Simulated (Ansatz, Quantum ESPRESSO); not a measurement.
# Complex bands of MgO, rock salt type, lattice constant set to 4.196 Å, part 2 of 4

How good a tunnel barrier is MgO, rock salt type, lattice constant set to 4.196 Å?

Quantum ESPRESSO 7.5; plane-wave DFT, LDA, GBRV ultrasoft pseudopotentials; cross-check by Ansatz 0.2.0 with PAW datasets.

So far. Step 2 (Ground state): The run needed 10 iterations to bring the estimated error under 1e-09 Ry.

### 3. Complex band structure

Level of this step: complex band structure by pwcond; plane-wave DFT, LDA, GBRV ultrasoft pseudopotentials (Quantum ESPRESSO).

ikind = 0 solves one period of the crystal for all kz, real and complex, at each energy and k across. ewind and epsproj trim the two-dimensional plane-wave basis; nz1 sets the subslabs.

The input, cbs.in:

```
&inputcond
  outdir = './out'
  prefixl = 'scf'
  band_file = 'cbs'
  ikind = 0
  ewind = 4.0
  epsproj = 1e-05
  nz1 = 7
  energy0 = 7.44
  denergy = -0.24
/
4
  0.00000000 0.00000000 1.00000000
  0.50000000 0.00000000 1.00000000
  0.50000000 0.50000000 1.00000000
  0.25000000 0.00000000 1.00000000
40
```

Started as:

```sh
$ OMP_NUM_THREADS=1 mpirun -n 2 pwcond.x -in cbs.in > cbs.out
```

The program printed:

```text
[banner, memory and clock lines left out]
Program PWCOND v.7.5 starts

          URL

     ./out/scf.save/

     IMPORTANT: XC functional enforced from input :
     Exchange-correlation= PZ
                           (   1   1   0   0   0   0   0)
     Any further DFT definition will be discarded
     Please, verify this is what you really want

     Check: negative core charge=   -0.000003
     Reading collected, re-writing distributed wavefunctions

===== INPUT FILE containing the left lead =====

     GEOMETRY:

     lattice parameter (alat)  =       5.6069  a.u.
     the volume                =     249.2717 (a.u.)^3
     the cross section         =      31.4368 (a.u.)^2
     l of the unit cell        =       1.4142 (alat)
     number of atoms/cell      =            4
     number of atomic types    =            2

     crystal axes: (cart. coord. in units of alat)
               a(1) = (  1.0000  0.0000  0.0000 )
               a(2) = (  0.0000  1.0000  0.0000 )
               a(3) = (  0.0000  0.0000  1.4142 )

   Cartesian axes

     site n.     atom                  positions (alat units)
          1        Mg     tau(  1)=(  0.0000  0.0000  1.4142  )
          2        O      tau(  2)=(  0.5000  0.5000  1.4142  )
          3        Mg     tau(  3)=(  0.5000  0.5000  0.7071  )
          4        O      tau(  4)=(  0.0000  0.0000  0.7071  )

     nr1s                      =           24
     nr2s                      =           24
     nr3s                      =           32
     nr1sx                     =           24
     nr2sx                     =           24
     nr3sx                     =           32
     nr1                       =           25
     nr2                       =           25
     nr3                       =           36
     nr1x                      =           25
     nr2x                      =           25
     nr3x                      =           36

 _______________________________
  Radii of nonlocal spheres:

     type       ibeta     ang. mom.          radius (alat units)
       Mg         1         0                    0.2701
       Mg         2         0                    0.2701
       Mg         3         0                    0.2701
       Mg         4         1                    0.2701
       Mg         5         1                    0.2701
       Mg         6         2                    0.2701
       Mg         7         2                    0.2701
       O          1         0                    0.2234
       O          2         0                    0.2234
       O          3         1                    0.2234
       O          4         1                    0.2234
       O          5         2                    0.2234
----- General information -----

----- Complex band structure calculation -----

     nrx                       =           24
     nry                       =           24
     nz1                       =            7

     energy0               =         7.4E+00
     denergy               =        -2.4E-01
     nenergy               =         40
     ecut2d                =         4.0E+01
     ewind                 =         4.0E+00
     epsproj               =         1.0E-05

     number of k_|| points=    4
                       cryst. coord.
        k(    1) = (   0.0000000   0.0000000), wk =   0.2500000
        k(    2) = (   0.5000000   0.0000000), wk =   0.2500000
        k(    3) = (   0.5000000   0.5000000), wk =   0.2500000
        k(    4) = (   0.2500000   0.0000000), wk =   0.2500000
----- Information about left lead -----

     nocros                   =           32
     noins                    =           32
     norb                     =           96
     norbf                    =           96
     nrz                      =           32

      iorb      type   ibeta   ang. mom.   m       position (alat)
        1        1       1        0        1   taunew(   1)=(  0.0000  0.0000  0.0000)
        2        1       2        0        1   taunew(   2)=(  0.0000  0.0000  0.0000)
        3        1       3        0        1   taunew(   3)=(  0.0000  0.0000  0.0000)
        4        1       4        1        1   taunew(   4)=(  0.0000  0.0000  0.0000)
        5        1       4        1        2   taunew(   5)=(  0.0000  0.0000  0.0000)
        6        1       4        1        3   taunew(   6)=(  0.0000  0.0000  0.0000)
        7        1       5        1        1   taunew(   7)=(  0.0000  0.0000  0.0000)
        8        1       5        1        2   taunew(   8)=(  0.0000  0.0000  0.0000)
        9        1       5        1        3   taunew(   9)=(  0.0000  0.0000  0.0000)
       10        1       6        2        1   taunew(  10)=(  0.0000  0.0000  0.0000)
       11        1       6        2        2   taunew(  11)=(  0.0000  0.0000  0.0000)
       12        1       6        2        3   taunew(  12)=(  0.0000  0.0000  0.0000)
       13        1       6        2        4   taunew(  13)=(  0.0000  0.0000  0.0000)
       14        1       6        2        5   taunew(  14)=(  0.0000  0.0000  0.0000)
       15        1       7        2        1   taunew(  15)=(  0.0000  0.0000  0.0000)
       16        1       7        2        2   taunew(  16)=(  0.0000  0.0000  0.0000)
       17        1       7        2        3   taunew(  17)=(  0.0000  0.0000  0.0000)
       18        1       7        2        4   taunew(  18)=(  0.0000  0.0000  0.0000)
       19        1       7        2        5   taunew(  19)=(  0.0000  0.0000  0.0000)
       20        2       1        0        1   taunew(  20)=(  0.5000  0.5000  0.0000)
       21        2       2        0        1   taunew(  21)=(  0.5000  0.5000  0.0000)
       22        2       3        1        1   taunew(  22)=(  0.5000  0.5000  0.0000)
       23        2       3        1        2   taunew(  23)=(  0.5000  0.5000  0.0000)
       24        2       3        1        3   taunew(  24)=(  0.5000  0.5000  0.0000)
       25        2       4        1        1   taunew(  25)=(  0.5000  0.5000  0.0000)
       26        2       4        1        2   taunew(  26)=(  0.5000  0.5000  0.0000)
       27        2       4        1        3   taunew(  27)=(  0.5000  0.5000  0.0000)
       28        2       5        2        1   taunew(  28)=(  0.5000  0.5000  0.0000)
       29        2       5        2        2   taunew(  29)=(  0.5000  0.5000  0.0000)
       30        2       5        2        3   taunew(  30)=(  0.5000  0.5000  0.0000)
       31        2       5        2        4   taunew(  31)=(  0.5000  0.5000  0.0000)
       32        2       5        2        5   taunew(  32)=(  0.5000  0.5000  0.0000)
       33        1       1        0        1   taunew(  33)=(  0.5000  0.5000  0.7071)
       34        1       2        0        1   taunew(  34)=(  0.5000  0.5000  0.7071)
       35        1       3        0        1   taunew(  35)=(  0.5000  0.5000  0.7071)
       36        1       4        1        1   taunew(  36)=(  0.5000  0.5000  0.7071)
       37        1       4        1        2   taunew(  37)=(  0.5000  0.5000  0.7071)
       38        1       4        1        3   taunew(  38)=(  0.5000  0.5000  0.7071)
       39        1       5        1        1   taunew(  39)=(  0.5000  0.5000  0.7071)
       40        1       5        1        2   taunew(  40)=(  0.5000  0.5000  0.7071)
       41        1       5        1        3   taunew(  41)=(  0.5000  0.5000  0.7071)
       42        1       6        2        1   taunew(  42)=(  0.5000  0.5000  0.7071)
       43        1       6        2        2   taunew(  43)=(  0.5000  0.5000  0.7071)
       44        1       6        2        3   taunew(  44)=(  0.5000  0.5000  0.7071)
       45        1       6        2        4   taunew(  45)=(  0.5000  0.5000  0.7071)
       46        1       6        2        5   taunew(  46)=(  0.5000  0.5000  0.7071)
       47        1       7        2        1   taunew(  47)=(  0.5000  0.5000  0.7071)
       48        1       7        2        2   taunew(  48)=(  0.5000  0.5000  0.7071)
       49        1       7        2        3   taunew(  49)=(  0.5000  0.5000  0.7071)
       50        1       7        2        4   taunew(  50)=(  0.5000  0.5000  0.7071)
       51        1       7        2        5   taunew(  51)=(  0.5000  0.5000  0.7071)
       52        2       1        0        1   taunew(  52)=(  0.0000  0.0000  0.7071)
       53        2       2        0        1   taunew(  53)=(  0.0000  0.0000  0.7071)
       54        2       3        1        1   taunew(  54)=(  0.0000  0.0000  0.7071)
       55        2       3        1        2   taunew(  55)=(  0.0000  0.0000  0.7071)
       56        2       3        1        3   taunew(  56)=(  0.0000  0.0000  0.7071)
       57        2       4        1        1   taunew(  57)=(  0.0000  0.0000  0.7071)
       58        2       4        1        2   taunew(  58)=(  0.0000  0.0000  0.7071)
       59        2       4        1        3   taunew(  59)=(  0.0000  0.0000  0.7071)
       60        2       5        2        1   taunew(  60)=(  0.0000  0.0000  0.7071)
       61        2       5        2        2   taunew(  61)=(  0.0000  0.0000  0.7071)
       62        2       5        2        3   taunew(  62)=(  0.0000  0.0000  0.7071)
       63        2       5        2        4   taunew(  63)=(  0.0000  0.0000  0.7071)
       64        2       5        2        5   taunew(  64)=(  0.0000  0.0000  0.7071)
       65        1       1        0        1   taunew(  65)=(  0.0000  0.0000  1.4142)
       66        1       2        0        1   taunew(  66)=(  0.0000  0.0000  1.4142)
       67        1       3        0        1   taunew(  67)=(  0.0000  0.0000  1.4142)
       68        1       4        1        1   taunew(  68)=(  0.0000  0.0000  1.4142)
       69        1       4        1        2   taunew(  69)=(  0.0000  0.0000  1.4142)
       70        1       4        1        3   taunew(  70)=(  0.0000  0.0000  1.4142)
       71        1       5        1        1   taunew(  71)=(  0.0000  0.0000  1.4142)
       72        1       5        1        2   taunew(  72)=(  0.0000  0.0000  1.4142)
       73        1       5        1        3   taunew(  73)=(  0.0000  0.0000  1.4142)
       74        1       6        2        1   taunew(  74)=(  0.0000  0.0000  1.4142)
       75        1       6        2        2   taunew(  75)=(  0.0000  0.0000  1.4142)
       76        1       6        2        3   taunew(  76)=(  0.0000  0.0000  1.4142)
       77        1       6        2        4   taunew(  77)=(  0.0000  0.0000  1.4142)
       78        1       6        2        5   taunew(  78)=(  0.0000  0.0000  1.4142)
       79        1       7        2        1   taunew(  79)=(  0.0000  0.0000  1.4142)
       80        1       7        2        2   taunew(  80)=(  0.0000  0.0000  1.4142)
       81        1       7        2        3   taunew(  81)=(  0.0000  0.0000  1.4142)
       82        1       7        2        4   taunew(  82)=(  0.0000  0.0000  1.4142)
       83        1       7        2        5   taunew(  83)=(  0.0000  0.0000  1.4142)
       84        2       1        0        1   taunew(  84)=(  0.5000  0.5000  1.4142)
       85        2       2        0        1   taunew(  85)=(  0.5000  0.5000  1.4142)
       86        2       3        1        1   taunew(  86)=(  0.5000  0.5000  1.4142)
       87        2       3        1        2   taunew(  87)=(  0.5000  0.5000  1.4142)
       88        2       3        1        3   taunew(  88)=(  0.5000  0.5000  1.4142)
       89        2       4        1        1   taunew(  89)=(  0.5000  0.5000  1.4142)
       90        2       4        1        2   taunew(  90)=(  0.5000  0.5000  1.4142)
       91        2       4        1        3   taunew(  91)=(  0.5000  0.5000  1.4142)
       92        2       5        2        1   taunew(  92)=(  0.5000  0.5000  1.4142)
       93        2       5        2        2   taunew(  93)=(  0.5000  0.5000  1.4142)
       94        2       5        2        3   taunew(  94)=(  0.5000  0.5000  1.4142)
       95        2       5        2        4   taunew(  95)=(  0.5000  0.5000  1.4142)
       96        2       5        2        5   taunew(  96)=(  0.5000  0.5000  1.4142)
 ngper, shell number =           97          16
 ngper, n2d =           97          51
---  E-Ef =    7.4400000  k =    0.0000000   0.0000000
---  ie =          1  ik =          1
 Nchannels of the left tip =            1
 Right moving states:
   k1(2pi/a)   k2(2pi/a)   E-Ef (eV)
   0.4229549  -0.0000000   7.4400000
 Left moving states:
   k1(2pi/a)   k2(2pi/a)   E-Ef (eV)
  -0.4229551  -0.0000000   7.4400000

---  E-Ef =    7.2000000  k =    0.0000000   0.0000000
---  ie =          2  ik =          1
 Nchannels of the left tip =            1
 Right moving states:
   k1(2pi/a)   k2(2pi/a)   E-Ef (eV)
   0.3949493  -0.0000000   7.2000000
 Left moving states:
   k1(2pi/a)   k2(2pi/a)   E-Ef (eV)
  -0.3949496  -0.0000000   7.2000000
[... further energies and points left out ...]
---  E-Ef =   -1.6800000  k =    0.2500000   0.0000000
---  ie =         39  ik =          4
 Nchannels of the left tip =            1
 Right moving states:
   k1(2pi/a)   k2(2pi/a)   E-Ef (eV)
   0.3126075  -0.0000000  -1.6800000
 Left moving states:
   k1(2pi/a)   k2(2pi/a)   E-Ef (eV)
  -0.3126076  -0.0000000  -1.6800000

---  E-Ef =   -1.9200000  k =    0.2500000   0.0000000
---  ie =         40  ik =          4
 Nchannels of the left tip =            2
 Right moving states:
   k1(2pi/a)   k2(2pi/a)   E-Ef (eV)
  -0.0333454   0.0000000  -1.9200000
   0.2604542  -0.0000000  -1.9200000
 Left moving states:
   k1(2pi/a)   k2(2pi/a)   E-Ef (eV)
   0.0333453   0.0000000  -1.9200000
  -0.2604542  -0.0000000  -1.9200000

Note: The following floating-point exceptions are signalling: IEEE_UNDERFLOW_FLAG IEEE_DENORMAL
Note: The following floating-point exceptions are signalling: IEEE_UNDERFLOW_FLAG IEEE_DENORMAL
```

The job ended after 38 s (2 MPI ranks of Intel Xeon Platinum 8375C at 2.90GHz (Ice Lake), shared host; peak memory 0.12 GiB).

Read from the output:

```
peak of the smallest κ at the zone centre : 0.336 Å⁻¹
energy of the peak at the zone centre     : 2.4 eV
peak of the smallest κ at (1/4, 0)        : 0.637 Å⁻¹
```

K across = (0, 0) in the cell's reciprocal vectors; values within 0.0025 1/Å of each other count once, columns are sorted by size at each energy, a dash where no further value was kept. Im kz of the slowest decaying states against energy, zero at the highest filled level of the SCF mesh:

| energy (eV) | decay 1 (Å⁻¹) | decay 2 (Å⁻¹) | decay 3 (Å⁻¹) |
| --- | --- | --- | --- |
| -1.92 | 0.636 | 1.03 | 1.70 |
| -1.68 | 0.483 | 1.03 | 1.68 |
| -1.44 | 0.229 | 1.03 | 1.66 |
| -1.20 | 1.02 | 1.64 | 2.04 |
| -0.96 | 1.02 | 1.62 | 2.03 |
| -0.72 | 1.02 | 1.60 | 2.01 |
| -0.48 | 1.02 | 1.58 | 2.00 |
| -0.24 | 1.01 | 1.56 | 1.99 |
| 0.00 | 0.014 | 1.01 | 1.54 |
| 0.24 | 0.152 | 0.338 | 1.00 |
| 0.72 | 0.246 | 0.554 | 0.995 |
| 0.96 | 0.274 | 0.621 | 0.99 |
| 1.20 | 0.296 | 0.675 | 0.984 |
| 1.44 | 0.311 | 0.719 | 0.978 |
| 1.68 | 0.323 | 0.756 | 0.971 |
| 1.92 | 0.331 | 0.788 | 0.964 |
| 2.16 | 0.335 | 0.815 | 0.957 |
| 2.40 | 0.336 | 0.839 | 0.949 |
| 2.64 | 0.333 | 0.859 | 0.941 |
| 2.88 | 0.327 | 0.877 | 0.933 |
| 3.12 | 0.318 | 0.893 | 0.924 |
| 3.36 | 0.305 | 0.906 | 0.914 |
| 3.60 | 0.288 | 0.905 | 0.918 |
| 3.84 | 0.265 | 0.894 | 0.928 |
| 4.08 | 0.237 | 0.884 | 0.937 |
| 4.32 | 0.198 | 0.873 | 0.945 |
| 4.56 | 0.142 | 0.861 | 0.951 |
| 4.80 | 0.849 | 0.956 | 1.05 |
| 5.28 | 0.823 | 0.963 | 0.991 |
| 5.52 | 0.81 | 0.958 | 0.966 |
| 5.76 | 0.795 | 0.924 | 0.967 |
| 6.00 | 0.78 | 0.888 | 0.968 |
| 6.24 | 0.764 | 0.851 | 0.968 |
| 6.48 | 0.748 | 0.813 | 0.967 |
| 6.72 | 0.731 | 0.772 | 0.966 |
| 6.96 | 0.712 | 0.729 | 0.964 |
| 7.20 | 0.684 | 0.693 | 0.961 |
| 7.44 | 0.635 | 0.673 | 0.958 |

K across = (0, 0) in the cell's reciprocal vectors. Table of Re kz of states that move upwards by energy, zero at the highest filled level of the SCF mesh:

| energy (eV) | channel 1 (Å⁻¹) | channel 2 (Å⁻¹) | channel 3 (Å⁻¹) |
| --- | --- | --- | --- |
| -1.92 | -0.568 | - | - |
| -1.68 | -0.514 | - | - |
| -1.44 | -0.461 | - | - |
| -1.20 | -0.408 | 0.376 | 0.376 |
| -0.96 | -0.354 | 0.594 | 0.594 |
| -0.72 | -0.729 | -0.729 | -0.297 |
| -0.48 | -0.564 | -0.564 | -0.235 |
| -0.24 | -0.383 | -0.383 | -0.161 |
| 0.00 | -0.0741 | -0.0741 | - |
| 0.24 | - | - | - |
| 0.72 | - | - | - |
| 0.96 | - | - | - |
| 1.20 | - | - | - |
| 1.44 | - | - | - |
| 1.68 | - | - | - |
| 1.92 | - | - | - |
| 2.16 | - | - | - |
| 2.40 | - | - | - |
| 2.64 | - | - | - |
| 2.88 | - | - | - |
| 3.12 | - | - | - |
| 3.36 | - | - | - |
| 3.60 | - | - | - |
| 3.84 | - | - | - |
| 4.08 | - | - | - |
| 4.32 | - | - | - |
| 4.56 | - | - | - |
| 4.80 | 0.0294 | - | - |
| 5.28 | 0.224 | - | - |
| 5.52 | 0.280 | - | - |
| 5.76 | 0.330 | - | - |
| 6.00 | 0.377 | - | - |
| 6.24 | 0.421 | - | - |
| 6.48 | 0.465 | - | - |
| 6.72 | 0.507 | - | - |
| 6.96 | 0.550 | - | - |
| 7.20 | 0.591 | - | - |
| 7.44 | 0.633 | - | - |

K across = (1/2, 0) in the cell's reciprocal vectors; values within 0.0025 1/Å of each other count once, columns are sorted by size at each energy, a dash where no further value was kept. Im kz of the slowest decaying states against energy, zero at the highest filled level of the SCF mesh:

| energy (eV) | decay 1 (Å⁻¹) | decay 2 (Å⁻¹) | decay 3 (Å⁻¹) |
| --- | --- | --- | --- |
| -1.92 | 1.66 | 1.83 | 2.46 |
| -1.68 | 1.64 | 1.80 | 2.46 |
| -1.20 | 1.60 | 1.70 | 2.45 |
| -0.96 | 1.58 | 1.60 | 2.39 |
| -0.72 | 1.21 | 1.57 | 2.31 |
| -0.24 | 0.294 | 1.53 | 2.01 |
| 0.00 | 0.358 | 1.51 | 2.06 |
| 0.24 | 0.408 | 1.49 | 2.08 |
| 0.72 | 0.482 | 1.46 | 2.11 |
| 0.96 | 0.511 | 1.44 | 2.03 |
| 1.20 | 0.535 | 1.42 | 1.96 |
| 1.68 | 0.573 | 1.39 | 1.88 |
| 1.92 | 0.587 | 1.37 | 1.85 |
| 2.16 | 0.599 | 1.35 | 1.82 |
| 2.64 | 0.615 | 1.32 | 1.78 |
| 2.88 | 0.62 | 1.30 | 1.76 |
| 3.36 | 0.624 | 1.27 | 1.72 |
| 3.60 | 0.623 | 1.26 | 1.71 |
| 3.84 | 0.62 | 1.24 | 1.69 |
| 4.32 | 0.608 | 1.21 | 1.65 |
| 4.56 | 0.6 | 1.2 | 1.64 |
| 4.80 | 0.589 | 1.19 | 1.62 |
| 5.28 | 0.562 | 1.16 | 1.58 |
| 5.52 | 0.544 | 1.14 | 1.57 |
| 5.76 | 0.525 | 1.13 | 1.55 |
| 6.24 | 0.476 | 1.10 | 1.51 |
| 6.48 | 0.446 | 1.08 | 1.50 |
| 6.72 | 0.411 | 1.07 | 1.48 |
| 7.20 | 0.321 | 1.04 | 1.44 |
| 7.44 | 0.257 | 1.02 | 1.42 |

K across = (1/2, 1/2) in the cell's reciprocal vectors; values within 0.0025 1/Å of each other count once, columns are sorted by size at each energy, a dash where no further value was kept. Table of Im kz of the slowest decaying states by energy, zero at the highest filled level of the SCF mesh:

| energy (eV) | decay 1 (Å⁻¹) | decay 2 (Å⁻¹) | decay 3 (Å⁻¹) |
| --- | --- | --- | --- |
| -1.92 | 0.214 | 2.6 | 2.61 |
| -1.44 | 2.58 | 2.96 | - |
| -0.96 | 0.285 | 0.393 | 2.56 |
| -0.48 | 0.397 | 0.514 | 2.53 |
| -0.24 | 0.435 | 0.552 | 2.52 |
| 0.00 | 0.467 | 0.583 | 2.51 |
| 0.24 | 0.493 | 0.608 | 2.50 |
| 0.72 | 0.534 | 0.645 | 2.47 |
| 1.20 | 0.564 | 0.67 | 2.44 |
| 1.68 | 0.585 | 0.687 | 2.42 |
| 2.16 | 0.598 | 0.697 | 2.39 |
| 2.64 | 0.606 | 0.702 | 2.37 |
| 2.88 | 0.608 | 0.703 | 2.35 |
| 3.36 | 0.608 | 0.702 | 2.33 |
| 3.84 | 0.603 | 0.696 | 2.3 |
| 4.32 | 0.594 | 0.687 | 2.27 |
| 4.80 | 0.581 | 0.674 | 2.25 |
| 5.28 | 0.563 | 0.657 | 2.22 |
| 5.76 | 0.54 | 0.636 | 2.19 |
| 6.00 | 0.527 | 0.624 | 2.18 |
| 6.48 | 0.496 | 0.597 | 2.15 |
| 6.96 | 0.457 | 0.565 | 2.13 |
| 7.44 | 0.409 | 0.526 | 2.10 |

K across = (1/4, 0) in the cell's reciprocal vectors; values within 0.0025 1/Å of each other count once, columns are sorted by size at each energy, a dash where no further value was kept. Table of Im kz of the slowest decaying states by energy, zero at the highest filled level of the SCF mesh:

| energy (eV) | decay 1 (Å⁻¹) | decay 2 (Å⁻¹) | decay 3 (Å⁻¹) |
| --- | --- | --- | --- |
| -1.92 | 0.831 | 1.36 | 2.01 |
| -1.44 | 0.193 | 0.515 | 1.32 |
| -0.96 | 0.209 | 1.28 | 1.94 |
| -0.48 | 1.25 | 1.91 | 2.25 |
| -0.24 | 0.173 | 1.24 | 1.89 |
| 0.00 | 0.292 | 0.376 | 1.22 |
| 0.24 | 0.364 | 0.54 | 1.21 |
| 0.72 | 0.46 | 0.728 | 1.18 |
| 1.20 | 0.524 | 0.844 | 1.15 |
| 1.68 | 0.569 | 0.926 | 1.13 |
| 2.16 | 0.6 | 0.986 | 1.10 |
| 2.64 | 0.621 | 1.03 | 1.08 |
| 2.88 | 0.628 | 1.05 | 1.06 |
| 3.36 | 0.636 | 1.04 | 1.09 |
| 3.84 | 0.636 | 1.02 | 1.11 |
| 4.32 | 0.628 | 0.99 | 1.14 |
| 4.80 | 0.612 | 0.963 | 1.15 |
| 5.28 | 0.586 | 0.936 | 1.17 |
| 5.76 | 0.547 | 0.907 | 1.18 |
| 6.00 | 0.52 | 0.892 | 1.19 |
| 6.48 | 0.437 | 0.86 | 1.20 |
| 6.96 | 0.595 | 0.826 | 1.22 |
| 7.44 | 0.645 | 0.79 | 1.22 |

The program's own clock; routines nest. Time by routine:

| routine | wall time (s) | calls |
| --- | --- | --- |
| PWCOND | 37.37 | 1 |
| scatter_forw | 21.7 | 160 |
| compbs | 14.87 | 160 |
| compbs_2 | 13.79 | 160 |
| init | 0.55 | 1 |
| local | 0.22 | 4 |
| poten | 0.14 | 1 |

(Part 2 of 4 ends here.)

[Logs are printed without paths, hosts, clocks, repeated set-up lines and the standing remarks that a program may print on its own settings, such as how far it seeks lower states.]

[Hosts, paths, dates, database ids (printed as entryN), source tags and the programs' standing remarks are cut or masked in the printed files.]

[Maps of the electrostatic potential energy from Ansatz leave out the sawtooth potential of an applied field or a dipole correction, so their vacuum need not be flat; planar profiles and work functions include it.]
